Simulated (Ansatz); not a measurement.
# Rock-salt TiC, an end member of the NbC–TiC series (64 atoms) under strain, part 2 of 2

How stiff is rock-salt TiC, an end member of the NbC–TiC series (64 atoms)?

Ansatz 0.2.0; Kohn-Sham DFT, PBE, PAW (set soft_2), plane waves.

So far. Step 2 (Single point at the start): The r.m.s. force at the start is 0.34 eV/Å. Step 3 (Cell and atoms relaxed): The relaxation converged after 3 steps, with a largest force component of 0.0079 eV/Å.

## 5. Volume -3 %

The relaxed cell is scaled evenly and the atoms are relaxed again; the stress at the end gives one point of P(V).

input.yaml reads:

```yaml
crystal:
  lattice:
    - [8.57651, -0.00042, 0.00043]
    - [-0.00042, 8.57679, 0.00026]
    - [0.00043, 0.00026, 8.57702]
  atoms:
    [... the 64 atom lines of step 4 ...]
kpoints:
  mp_grid: { grid: [2, 2, 2] }
hamiltonian:
  xc: pbe
scf:
  occupations: { method: fermi_dirac, width: 0.05 }
output:
  forces: true
  eigenvalues: true
  stress: true
relax:
  f_tol: 0.05
  max_steps: 70
```

Command:

```sh
$ ansatz run input.yaml --threads 4 --pin off --max-ram 8192MiB --backend cpu --events-out ev --progress --plain --runs-dir out
```

Numbers of over 12 decimals in the logs are rounded to 6 here.

Log:

```text
Warning: output.stress: scf.convergence.dr2_threshold = 1e-7 eV (the SCF's general default) is looser than the 6.4e-9 eV advised for a printed stress (1e-10 eV for each atom of the cell: 64). What an SCF threshold leaves in a stress goes as its square root, and in the free energy as the threshold itself, and one threshold admits the most on a small cell: [...]
[...]
Crystal: 64 atoms, lattice volume = 630.916 Å³
Basis set: ecut = 420 eV, 12293 PW (Γ), exchange–correlation on 120×120×120 points (8 copies of the dense FFT grid, shifted against one another)
Bands: 320, of which v1, the nominal top of the filled ones, is band 256 counted from 1 (255 counted from 0)
Symmetry: 1 space group operations
[...]
k-points: 8
[...]
SCF iter   1: F=—  HF=-88072.924764 eV  |F-HF|=—  |Δ(HF+E_count)|=         —  Δρ=3.30e-3  dr2=5.23e-2  ethr=1.77e-3  ⟨swp⟩=4.0  Hψ=9117  notcnv=0  defer=4
[...]
SCF iter   5: F=-88072.913020 eV  HF=-88072.913020 eV  |F-HF|=1.79e-7  |Δ(HF+E_count)|=   5.11e-6  Δρ=1.00e-5  dr2=3.28e-7  ethr=2.72e-9  ⟨swp⟩=2.0  Hψ=2972  notcnv=0  defer=161
SCF iter   6: F=-88072.913020 eV  HF=-88072.913020 eV  |F-HF|=6.97e-9  |Δ(HF+E_count)|=   2.10e-7  Δρ=1.55e-6  dr2=6.00e-9  ethr=6.41e-11  ⟨swp⟩=5.8  Hψ=7943  notcnv=0
SCF 1 converged in 6 iterations: F = -88072.913020 eV  dr2 = 6.00e-9
[...]
relax step   1: F+E_penalty+E_count = -88072.91302015 eV  Δ(F+E_penalty+E_count) = +0.000e0 eV  max|allowed force component| = 9.154e-3 eV/Å  Δτ_max = 0.0000 Å  (6 SCF iters, dr2 threshold 6.25e-5 eV, accepted)
[...]
SCF iter   1: F=—  HF=-88072.914628 eV  |F-HF|=—  |Δ(HF+E_count)|=         —  Δρ=9.33e-6  dr2=3.87e-7  ethr=1.04e-10  ⟨swp⟩=2.0  Hψ=6353  notcnv=0
[...]
SCF iter   5: F=-88072.913020 eV  HF=-88072.913020 eV  |F-HF|=4.95e-10  |Δ(HF+E_count)|=  1.75e-10  Δρ=3.11e-7  dr2=6.35e-10  ethr=1.00e-12  ⟨swp⟩=2.0  Hψ=3196  notcnv=0
SCF iter   6: F=-88072.913020 eV  HF=-88072.913020 eV  |F-HF|=7.28e-11  |Δ(HF+E_count)|=  7.28e-11  Δρ=1.26e-7  dr2=8.68e-11  ethr=1.00e-12  ⟨swp⟩=1.0  Hψ=4832  notcnv=0
SCF 2 converged in 6 iterations: F = -88072.913020 eV  dr2 = 8.68e-11
[...]
relax step   2: F+E_penalty+E_count = -88072.91302015 eV  Δ(F+E_penalty+E_count) = -8.731e-10 eV  max|allowed force component| = 9.156e-3 eV/Å  Δτ_max = 0.0000 Å  (6 SCF iters, accepted)
SCF converged after 6 iterations
Free energy (F): -88072.913020 eV
[...]
Internal energy: -88072.752067 eV  (E = F + TS)
E sigma→0 (E₀):  -88072.832543 eV
Entropy (-TS):   -0.160954 eV (-2.515 meV/atom)
Fermi energy:    15.167469 eV
[...]
Σ components = -88072.913020   (vs F -88072.913020, Δ=0.00e0)
--- Forces (eV/Å), atoms counted from 1 ---
  atom   1  Ti     0.00029849    -0.00303163    -0.00244348
  atom   2  C      0.00185871     0.00308850    -0.00175728
  atom   3  Ti     0.00427295     0.00334333     0.00150400
  atom   4  C     -0.00483873     0.00067192     0.00150148
[...]
atom  64  C      0.00005947     0.00060354    -0.00005905
  max |Σ_I F_I| component: 4.63e-6 eV/Å
--- Stress (GPa, compression-positive) ---
        8.138161       0.013238      -0.013565
        0.013238       8.125810      -0.008193
       -0.013565      -0.008193       8.115699
  P = ⅓ Tr σ = 8.1266 GPa (81.266 kbar)
--- Band table (eV; the first three rows and the last of 8) ---
[...]
--- Relaxed structure (2 steps of the walk, 2 accepted, 0 SCFs on fresh bases) ---
  F+E_penalty+E_count = -88072.91302015 eV   max|allowed force component| = 9.156e-3 eV/Å
  atoms:
    - { symbol: Ti, position: [0.00022, 0.00038, 0.999800] }
    - { symbol: C, position: [0.2502, 0.00035, 0.999790] }
    - { symbol: Ti, position: [0.0002, 0.250340, 0.249770] }
    - { symbol: C, position: [0.250260, 0.25037, 0.249780] }
[...]
- { symbol: C, position: [0.500230, 0.750380, 0.499760] }
```

The job ended after 93 s (4 threads of Arm Neoverse V1, shared host; peak memory 4.8 GiB).

The program notes that the SCF threshold is loose for the stress.

The relaxation converged after 2 steps, 0 eV below its start, with a largest force component of 0.0092 eV/Å.

Volume -3 %: the energy stands 0.483 eV above that of the reference, at a pressure of 8.13 GPa.

## 6. Volume +3 %

The relaxed cell is scaled to another volume.

Input and log are left out; they have the form of those shown for this kind of step.

It took 1.7 min on 4 threads of Arm Neoverse V1, shared host; peak memory 5 GiB; 6.6 min of CPU time.

The relaxation converged after 2 steps, 0 eV below its start, with a largest force component of 0.0074 eV/Å.

Volume +3 %: the energy stands 0.434 eV above that of the reference, at a pressure of -6.98 GPa.

## 7. Volume -6 %

The relaxed cell is scaled to another volume.

Input and log are left out; they have the form of those shown for this kind of step.

The job ended after 92 s (4 threads of Arm Neoverse V1, shared host; peak memory 4.6 GiB).

The relaxation converged after 2 steps, 0 eV below its start, with a largest force component of 0.010 eV/Å.

Volume -6 %: the energy stands 2.03 eV above that of the reference, at a pressure of 17.6 GPa.

## 8. Volume +6 %

The relaxed cell is scaled to another volume.

input.yaml, the sections that differ from step 5:

```yaml
crystal:
  lattice:
    - [8.83396, -0.00043, 0.00044]
    - [-0.00043, 8.83424, 0.00027]
    - [0.00044, 0.00027, 8.83449]
  atoms:
    [... the 64 atom lines of step 4 ...]
# kpoints, hamiltonian, scf, output, relax: as in step 5
```

Log:

```text
[...]
Crystal: 64 atoms, lattice volume = 689.455 Å³
Basis set: ecut = 420 eV, 13397 PW (Γ), exchange–correlation on 120×120×120 points (8 copies of the dense FFT grid, shifted against one another)
Bands: 320, of which v1, the nominal top of the filled ones, is band 256 counted from 1 (255 counted from 0)
Symmetry: 1 space group operations
[...]
k-points: 8
[...]
SCF iter   1: F=—  HF=-88071.740421 eV  |F-HF|=—  |Δ(HF+E_count)|=         —  Δρ=2.96e-3  dr2=2.50e-2  ethr=1.77e-3  ⟨swp⟩=4.0  Hψ=9095  notcnv=0  defer=4
[...]
SCF iter   5: F=-88071.736177 eV  HF=-88071.736177 eV  |F-HF|=3.15e-7  |Δ(HF+E_count)|=   7.17e-6  Δρ=1.34e-5  dr2=4.83e-7  ethr=5.93e-9  ⟨swp⟩=2.9  Hψ=3518  notcnv=0  defer=21
SCF iter   6: F=-88071.736177 eV  HF=-88071.736177 eV  |F-HF|=9.42e-9  |Δ(HF+E_count)|=   4.27e-7  Δρ=1.77e-6  dr2=1.37e-8  ethr=9.42e-11  ⟨swp⟩=5.4  Hψ=7709  notcnv=0
SCF 1 converged in 6 iterations: F = -88071.736177 eV  dr2 = 1.37e-8
[...]
relax step   1: F+E_penalty+E_count = -88071.73617710 eV  Δ(F+E_penalty+E_count) = +0.000e0 eV  max|allowed force component| = 6.595e-3 eV/Å  Δτ_max = 0.0000 Å  (6 SCF iters, dr2 threshold 6.25e-5 eV, accepted)
[...]
SCF iter   1: F=—  HF=-88071.736244 eV  |F-HF|=—  |Δ(HF+E_count)|=         —  Δρ=7.93e-6  dr2=2.55e-7  ethr=6.57e-11  ⟨swp⟩=2.0  Hψ=6419  notcnv=0
[...]
SCF iter   5: F=-88071.736177 eV  HF=-88071.736177 eV  |F-HF|=2.36e-9  |Δ(HF+E_count)|=  2.76e-10  Δρ=9.30e-7  dr2=4.65e-9  ethr=1.00e-12  ⟨swp⟩=2.0  Hψ=3258  notcnv=0
SCF iter   6: F=-88071.736177 eV  HF=-88071.736177 eV  |F-HF|=7.28e-11  |Δ(HF+E_count)|=  4.07e-10  Δρ=3.84e-7  dr2=5.85e-10  ethr=1.00e-12  ⟨swp⟩=1.1  Hψ=5385  notcnv=0
SCF 2 converged in 6 iterations: F = -88071.736177 eV  dr2 = 5.85e-10
relax step   2: F+E_penalty+E_count = -88071.73617710 eV  Δ(F+E_penalty+E_count) = -2.052e-9 eV  max|allowed force component| = 6.596e-3 eV/Å  Δτ_max = 0.0000 Å  (6 SCF iters, accepted)
SCF converged after 6 iterations
Free energy (F): -88071.736177 eV
[...]
Internal energy: -88071.593628 eV  (E = F + TS)
E sigma→0 (E₀):  -88071.664903 eV
Entropy (-TS):   -0.142549 eV (-2.227 meV/atom)
Fermi energy:    13.650974 eV
[...]
Σ components = -88071.736177   (vs F -88071.736177, Δ=0.00e0)
--- Forces (eV/Å), atoms counted from 1 ---
  atom   1  Ti     0.00085711    -0.00207028    -0.00150248
  atom   2  C      0.00140667     0.00235255    -0.00141333
  atom   3  Ti     0.00280209     0.00265629     0.00087629
  atom   4  C     -0.00341897     0.00090332     0.00129728
[...]
atom  64  C     -0.00032721     0.00040681     0.00034149
  max |Σ_I F_I| component: 5.01e-6 eV/Å
--- Stress (GPa, compression-positive) ---
      -12.976122       0.013079      -0.013391
        0.013079     -12.984305      -0.008212
       -0.013391      -0.008212     -12.991580
  P = ⅓ Tr σ = -12.9840 GPa (-129.840 kbar)
--- Band table (eV; the first three rows and the last of 8) ---
[...]
--- Relaxed structure (2 steps of the walk, 2 accepted, 0 SCFs on fresh bases) ---
  F+E_penalty+E_count = -88071.73617710 eV   max|allowed force component| = 6.596e-3 eV/Å
  atoms:
    - { symbol: Ti, position: [0.00022, 0.00038, 0.9998] }
    - { symbol: C, position: [0.250200, 0.00035, 0.999790] }
    - { symbol: Ti, position: [0.0002, 0.25034, 0.24977] }
    - { symbol: C, position: [0.250260, 0.25037, 0.249780] }
[...]
- { symbol: C, position: [0.500230, 0.750380, 0.499760] }
```

Wall time 1.7 min (4 threads); peak memory 5.1 GiB; 6.7 min of CPU time.

The relaxation converged after 2 steps, 0 eV below its start, with a largest force component of 0.0066 eV/Å.

Volume +6 %: the energy stands 1.66 eV above that of the reference, at a pressure of -13.0 GPa.

## 9. Volume -10 %

The relaxed cell is scaled to another volume.

Input and log are left out; they have the form of those shown for this kind of step.

It took 80 s on 4 threads of Arm Neoverse V1, shared host; peak memory 4.5 GiB; 5.2 min of CPU time.

The relaxation converged after 2 steps, 0 eV below its start, with a largest force component of 0.011 eV/Å.

Volume -10 %: the energy stands 6.06 eV above that of the reference, at a pressure of 32.6 GPa.

## 10. Pressure against volume

Atoms are relaxed at each volume, in the scaled cell.

```tsv
volume change (%)	volume (Å³/atom)	energy change (meV/atom)	pressure (GPa)	largest move on relaxing (Å)	bonds
-10	9.147	94.73	32.59	0.00	192
-6	9.553	31.78	17.56	0.00	192
-3	9.858	7.54	8.13	0.00	192
+0	10.163	0.00	0.01	-	192
+3	10.468	6.77	-6.98	0.00	192
+6	10.773	25.93	-12.98	0.00	192
```

## 11. Findings

The bulk modulus, from the slope of pressure against ln V over the three points nearest the relaxed volume, is 252 GPa; a quadratic over all points gives a pressure derivative of about 4.3.

**Limits.** Strains are finite and relaxations stop at the force tolerance of the input, which can leave moduli too stiff; they are those of a static cell at zero temperature. Volumes are changed with the cell's shape held, so in an anisotropic solid the modulus lies over the one under free hydrostatic load. The program notes that the SCF threshold of the relaxations is loose for the stress.

The DFT runs together took 12 min of wall time.

[Logs are printed without paths, hosts, clocks, repeated set-up lines and the standing remarks that a program may print on its own settings, such as how far it seeks lower states.]

[Hosts, paths, dates, database ids (printed as entryN), source tags and the programs' standing remarks are cut or masked in the printed files.]
